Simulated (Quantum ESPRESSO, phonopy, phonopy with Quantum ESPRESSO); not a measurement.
# LiH (Fm-3m): phonons against volume, part 8 of 8

Wanted: mode Grüneisen parameters of LiH and a free-energy fit over volumes.

Experimental results on record:
- heat capacity C_P per formula unit 28.1 J/mol/K and bulk modulus 33.7 GPa near room temperature (given in “High-Throughput Prediction of Finite-Temperature Properties using the Quasi-Harmonic Approximation”, 2016, arXiv:1603.06924)

Quantum ESPRESSO 7.5; DFT LDA, scalar-relativistic, plane waves, GBRV ultrasoft pseudopotentials.

So far. Step 24 (Phonons, V/V0 1.06): No mode is imaginary beyond numerical noise along the path. The highest zone-centre mode (no LO–TO term) moved by -8.7 % for a volume change of +6.0 %. Step 24 (Phonons, V/V0 1.06): The time given is that of the 2 pw.x runs on displaced cells behind this step.

The database entry behind the starting cell differs from later determinations by our own check (the deuteride, about 0.2 % short), so it need not match the best structure at ambient conditions.

## Step 25: Self-consistent run, V/V0 1.085

A tight ground state at this cell gives the energy of this member; its pressure is the stress at this cutoff, which can carry an offset from the finite basis.

This step: DFT LDA, scalar-relativistic, plane waves, GBRV ultrasoft pseudopotentials (Quantum ESPRESSO 7.5).

System of this step: LiH. Symmetry: Fm-3m, No. 225, cubic system. Conventional cell: a = 4.018 Å, b = 4.018 Å, c = 4.018 Å, α = 90.00°, β = 90.00°, γ = 90.00°. Li has 6 H at 2.01 Å nearest. Nearest to H lie 6 Li at 2.01 Å. Farther neighbours are not listed.

scf.in reads:

```
 &control
    calculation='scf',
    prefix='x',
    outdir='./tmp',
    pseudo_dir='./pseudo',
    tprnfor=.true.,
    tstress=.true.,
 /
 &system
    ibrav=0,
    nat=2,
    ntyp=2,
    ecutwfc=45.0,
    ecutrho=270.0,
    occupations='fixed',
    nbnd=4,
 /
 &electrons
    conv_thr=1.0d-12,
    mixing_beta=0.7,
    electron_maxstep=100,
 /
ATOMIC_SPECIES
 Li      6.9400  Li.upf
 H       1.0080  H.upf
CELL_PARAMETERS angstrom
     0.000000000    2.008995232    2.008995232
     2.008995232    0.000000000    2.008995232
     2.008995232    2.008995232    0.000000000
ATOMIC_POSITIONS crystal
 Li     0.000000000   0.000000000   0.000000000
 H      0.500000000   0.500000000   0.500000000
K_POINTS automatic
 10 10 10 0 0 0
```

On the command line:

```
OMP_NUM_THREADS=1 mpirun -n 8 pw.x -nk 8 -in scf.in > scf.out
```

What it wrote:

```text
[banner, memory and clock lines left out]
Program PWSCF v.7.5

     Message from routine setup:
     using ibrav=0 with symmetry is DISCOURAGED, use correct ibrav instead

     G-vector sticks info

     bravais-lattice index     =            0
     lattice parameter (alat)  =       5.3690  a.u.
     unit-cell volume          =     109.4368 (a.u.)^3
     number of atoms/cell      =            2
     number of atomic types    =            2
     number of electrons       =         4.00
[...]
atom    2 type  2   force =     0.00000000   -0.00000000   -0.00000000

     Total force =     0.000000     Total SCF correction =     0.000000

     Computing stress (Cartesian axis) and pressure

          total   stress  (Ry/bohr**3)                   (kbar)     P=      -28.93
  -0.00019665  -0.00000000   0.00000000          -28.93       -0.00        0.00
  -0.00000000  -0.00019665   0.00000000           -0.00      -28.93        0.00
   0.00000000  -0.00000000  -0.00019665            0.00       -0.00      -28.93

     XML data file, charge density, pseudopotentials, collected wavefunctions
[key lines of the parts left out:]
!    total energy              =     -15.51266175 Ry
convergence has been achieved in  11 iterations
```

The job ended after 1 s (8 MPI ranks of Arm Neoverse V2, shared host; 7.2 s of CPU time).

The run ends at a pressure of -2.89 GPa.

## Step 26: Born charges and dielectric tensor

In a polar crystal the Born charges and ε∞ give the long-range dipole term that a finite supercell misses. They are those of this k-mesh and were not tested on a denser one; where the gap is small they converge slowly, and the LO modes with them.

ph.in reads:

```
phonons
 &inputph
    prefix='x',
    outdir='./tmp',
    fildyn='x.dyn',
    tr2_ph=1.0d-18,
    epsil=.true.,
 /
0.000000000 0.000000000 0.000000000
```

scf.in is that of step 25.

On the command line:

```
OMP_NUM_THREADS=1 mpirun -n 8 ph.x -nk 8 -in ph.in > ph.out
```

What it wrote:

```text
[banner, memory and clock lines left out]
Program PHONON v.7.5

     ./tmp/x.save/

     IMPORTANT: XC functional enforced from input :
     Exchange-correlation= PZ
                           (   1   1   0   0   0   0   0)
     Any further DFT definition will be discarded
     Please, verify this is what you really want

     G-vector sticks info

     Reading collected, re-writing distributed wavefunctions in ./tmp/

     Number and degeneracy of irreps per q-point
       N         xq(1)         xq(2)         xq(3)   N irreps
[...]
freq (    1) =       0.449961 [THz] =      15.009093 [cm-1]
     freq (    2) =       0.449961 [THz] =      15.009093 [cm-1]
     freq (    3) =       0.449961 [THz] =      15.009093 [cm-1]
     freq (    4) =      17.036712 [THz] =     568.283541 [cm-1]
     freq (    5) =      17.036712 [THz] =     568.283541 [cm-1]
     freq (    6) =      17.036712 [THz] =     568.283541 [cm-1]
 **************************************************************************

     Mode symmetry, O_h (m-3m)  point group:

     freq (   1-   3) =         15.0  [cm-1]   --> T_1u G_15  G_4- I
     freq (   4-   6) =        568.3  [cm-1]   --> T_1u G_15  G_4- I
```

It took 4.3 s on 8 MPI ranks.

The Born charges sum to zero within 0.0072 e; the rest is removed before use. Acoustic frequencies in this log differ from zero by the error of the sum rule, which ph.x does not impose.

## Step 27: A displaced supercell

One atom (for the harmonic constants) or a pair of atoms (for the cubic ones) is moved by a few hundredths of an ångström; the forces on all atoms give a column of force constants. The threshold is tight because the forces are small.

System of this step: LiH. The structure is orthorhombic, space group Imm2 (No. 44). Conventional cell: a = 5.682 Å, b = 8.036 Å, c = 5.682 Å, α = 90.00°, β = 90.00°, γ = 90.00°. Li has 6 H at 1.99 to 2.02 Å nearest. Li has 6 H at 2.01 Å nearest. Nearest to Li lie 6 H at 2.01 Å. H has 6 Li at 2.01 Å nearest. Farther neighbours are not listed.

disp-00001.in reads:

```
 &control
    calculation='scf',
    prefix='x',
    outdir='./tmp',
    pseudo_dir='./pseudo',
    tprnfor=.true.,
    disk_io='none',
 /
 &system
    ibrav=0,
    nat=16,
    ntyp=2,
    ecutwfc=45.0,
    ecutrho=270.0,
    occupations='fixed',
    nbnd=18,
 /
 &electrons
    conv_thr=1.0d-11,
    mixing_beta=0.7,
    electron_maxstep=100,
 /
ATOMIC_SPECIES
 Li      6.9400  Li.upf
 H       1.0080  H.upf
CELL_PARAMETERS angstrom
     0.000000000    4.017990464    4.017990464
     4.017990464    0.000000000    4.017990464
     4.017990464    4.017990464    0.000000000
ATOMIC_POSITIONS crystal
 Li     0.003519704   0.000000000   0.000000000
 Li     0.500000000   0.000000000   0.000000000
 Li     0.000000000   0.500000000   0.000000000
 Li     0.500000000   0.500000000   0.000000000
 Li     0.000000000   0.000000000   0.500000000
 Li     0.500000000   0.000000000   0.500000000
 Li     0.000000000   0.500000000   0.500000000
 Li     0.500000000   0.500000000   0.500000000
 H      0.250000000   0.250000000   0.250000000
 H      0.750000000   0.250000000   0.250000000
 H      0.250000000   0.750000000   0.250000000
 H      0.750000000   0.750000000   0.250000000
 H      0.250000000   0.250000000   0.750000000
 H      0.750000000   0.250000000   0.750000000
 H      0.250000000   0.750000000   0.750000000
 H      0.750000000   0.750000000   0.750000000
K_POINTS automatic
 4 4 4 0 0 0
```

On the command line:

```
OMP_NUM_THREADS=1 mpirun -n 4 pw.x -nk 4 -in disp-00001.in > disp-00001.out
```

What it wrote:

```text
[banner, memory and clock lines left out]
Program PWSCF v.7.5

     Message from routine setup:
     using ibrav=0 with symmetry is DISCOURAGED, use correct ibrav instead

     G-vector sticks info

     bravais-lattice index     =            0
     lattice parameter (alat)  =      10.7380  a.u.
     unit-cell volume          =     875.4943 (a.u.)^3
     number of atoms/cell      =           16
     number of atomic types    =            2
     number of electrons       =        32.00
[...]
atom    1 type  1   force =     0.00000000   -0.00164767   -0.00164767
     atom    2 type  1   force =    -0.00000000    0.00065109    0.00065109
     atom    3 type  1   force =     0.00043034   -0.00002008    0.00022048
[...]
atom   15 type  2   force =     0.00000307    0.00011318    0.00011318
     atom   16 type  2   force =     0.00000143   -0.00001442   -0.00001442

     Total force =     0.002745     Total SCF correction =     0.000000
     Message from routine punch:
     Nothing written, as per user request (disk_io='none')
[key lines of the parts left out:]
!    total energy              =    -124.10116009 Ry
convergence has been achieved in  11 iterations
```

Elapsed: 10 s, on 4 MPI ranks.

## Step 28: Phonons, V/V0 1.085

This step: DFT LDA, scalar-relativistic, plane waves, GBRV ultrasoft pseudopotentials (phonopy with Quantum ESPRESSO 4.10.0 / 7.5).

Run time: 10 s. Hardware: 8 threads; 80 s of CPU time.

No mode is imaginary beyond numerical noise along the path. The highest zone-centre mode (no LO–TO term) moved by -12.2 % for a volume change of +8.5 %.

The time given is that of the 2 pw.x runs on displaced cells behind this step.

## Step 29: How the modes move with volume

This step: DFT LDA, scalar-relativistic, plane waves, GBRV ultrasoft pseudopotentials (phonopy 4.10.0).

Numbers from this step:

* share of modes with a negative Grüneisen parameter: 0

Mean Grüneisen, by row:

```
T (K)  heat-capacity-weighted mean  root mean square
   50                        0.964             1.012
  100                        1.047             1.073
  200                        1.053             1.072
  300                        1.045             1.063
  500                        1.029             1.048
  800                         1.02             1.039
```

The mean mode Grueneisen parameter by wavenumber:

```
wavenumber (cm⁻¹)  mean mode Grueneisen parameter
               18                               -
               55                            0.71
               91                            0.83
              128                           0.876
              164                           0.829
              201                           0.935
              237                            1.01
              274                            1.11
              310                            1.11
              347                            1.04
              383                            1.03
              420                            1.06
              456                            1.04
              493                           0.877
              529                           0.815
              566                               -
              602                               -
              639                            1.49
              675                            1.43
              712                            1.35
              748                            1.28
              785                            1.21
              822                            1.14
              858                            1.06
              894                           0.989
              931                           0.923
              968                           0.852
             1004                           0.787
             1040                           0.726
             1077                           0.673
```

Volume series, by row:

```
 V/V0  V (Å³/atom)  pressure (GPa)  E - E0 (meV/atom)  gap (eV)  zero-point energy (meV/atom)  lowest on the path (cm⁻¹)  highest at Gamma without the LO-TO term (cm⁻¹)
 0.98        7.324           0.846              0.401     2.517                         119.5                        0.1                                           666.7
    1        7.473          -0.003                  0     2.539                         117.1                        0.1                                             647
 1.02        7.623          -0.782              0.363     2.559                         114.9                        0.1                                           627.8
 1.04        7.772          -1.496              1.422     2.579                         112.7                        0.1                                           609.1
 1.06        7.922           -2.15              3.115     2.597                         110.6                        0.1                                           590.6
1.085        8.108          -2.893              6.033     2.619                           108                        0.1                                           567.9
```

The optical frequency at Gamma without the LO-TO term, mode 4 by V/V0:

```
  V/V0  optical frequency at Gamma without the LO-TO term, mode 4 (cm⁻¹)
0.9800                                                               667
1.0000                                                               647
1.0200                                                               628
1.0400                                                               609
1.0600                                                               591
1.0850                                                               568
```

Grüneisen at points, by row:

```
point  branch  frequency (cm⁻¹)  mode Grüneisen parameter
    Γ       4               647                       1.5
    Γ       6              1094                      0.63
    X       1             336.5                      0.92
    X       3             450.6                      1.27
    X       4             858.3                      1.02
    X       6              1047                      0.74
    U       1             323.6                      1.13
    U       2             413.5                      0.99
    U       3             430.7                      1.13
    U       4             862.3                      1.04
    U       5             930.8                      0.87
    U       6               998                      0.83
    K       1             323.6                      1.13
    K       2             413.5                      0.99
    K       3             430.7                      1.13
    K       4             862.3                      1.04
    K       5             930.8                      0.87
    K       6               998                      0.83
    L       1             299.2                      1.25
    L       3             539.6                      0.78
    L       4             834.7                      1.16
    L       6              1077                       0.7
    W       1             366.1                      1.14
    W       2             408.5                      1.06
    W       4             884.3                      0.94
    W       5             958.7                      0.88
```

## Step 30: Free-energy fit

Energy (each curve on its own zero) against volume; values in meV/atom:

```
volume (Å³/atom)  static  F at 0 K  F at 300 K  F at 600 K
           7.324     0.4      6.08        7.04        9.89
           7.473       0      3.36        3.95        5.69
           7.623    0.36      1.46        1.69        2.31
           7.772    1.42      0.34        0.19        -0.3
           7.922    3.12     -0.11       -0.67        -2.3
           8.108    6.03      0.21       -0.86       -3.95
```

Phonopy-qha, vinet fit of F(V) at each temperature; no electronic free energy. Qha vinet, by row:

```
T (K)  fitted volume (Å³/atom)  alpha_V (1e-6/K)  B_T (GPa)  C_P (J/mol-atom/K)  Grueneisen
   75                    7.952              9.54      34.77               1.298       1.221
  100                    7.955             19.98      34.66               2.842       1.158
  125                     7.96             31.68      34.49               4.543        1.15
  150                    7.968             43.24      34.26                 6.2       1.151
  175                    7.978             54.32      33.97               7.771       1.151
  200                    7.989             64.95      33.62               9.262        1.15
  225                    8.003             75.18      33.24               10.68       1.149
  250                     8.02             85.03      32.81               12.02       1.147
```

Volume expansion coefficient, phonopy-qha, Vinet against temperature:

```
temperature (K)  volume expansion coefficient, phonopy-qha, Vinet (1e-6/K)
           75.0                                                       9.54
          100.0                                                       20.0
          125.0                                                       31.7
          150.0                                                       43.2
          175.0                                                       54.3
          200.0                                                       65.0
          225.0                                                       75.2
          250.0                                                       85.0
```

## Step 31: Outcome

* mean mode Grüneisen parameter at 300 K: 1.04

The q-mesh is coarse, and the expansion can converge slowly with it. From the first temperature shown only one computed volume lies above the fitted minimum, so the fit rests on its edge. The table stops at 250 K because beyond it the fitted volume comes within 1 % of the largest computed cell, where the fit loses its support. The heat-capacity-weighted Grüneisen parameter goes from 0.964 at 50 K to 1.02 at 800 K. Weighting γ by the density of states and each mode's heat capacity at 300 K, modes below 370 cm⁻¹ give about 50 % of the sum of γC that drives the expansion, those up to 740 cm⁻¹ 28 % and the rest 22 %. Among the labelled points γ is largest for branch 4 at Γ (647 cm⁻¹, 1.5) and smallest for branch 6 at Γ (1094 cm⁻¹, 0.63). The supercell is small: only its own wavevectors are exact, and branches between them are interpolated and can be misplaced.

[Logs are printed without paths, hosts, clocks, repeated set-up lines and the standing remarks that a program may print on its own settings, such as how far it seeks lower states.]

[Hosts, paths, dates, database ids (printed as entryN), source tags and the programs' standing remarks are cut or masked in the printed files.]

[A step with changed settings may run another functional than the one named; its input shows which.]

[Of the runs on displaced cells, only some may be shown.]
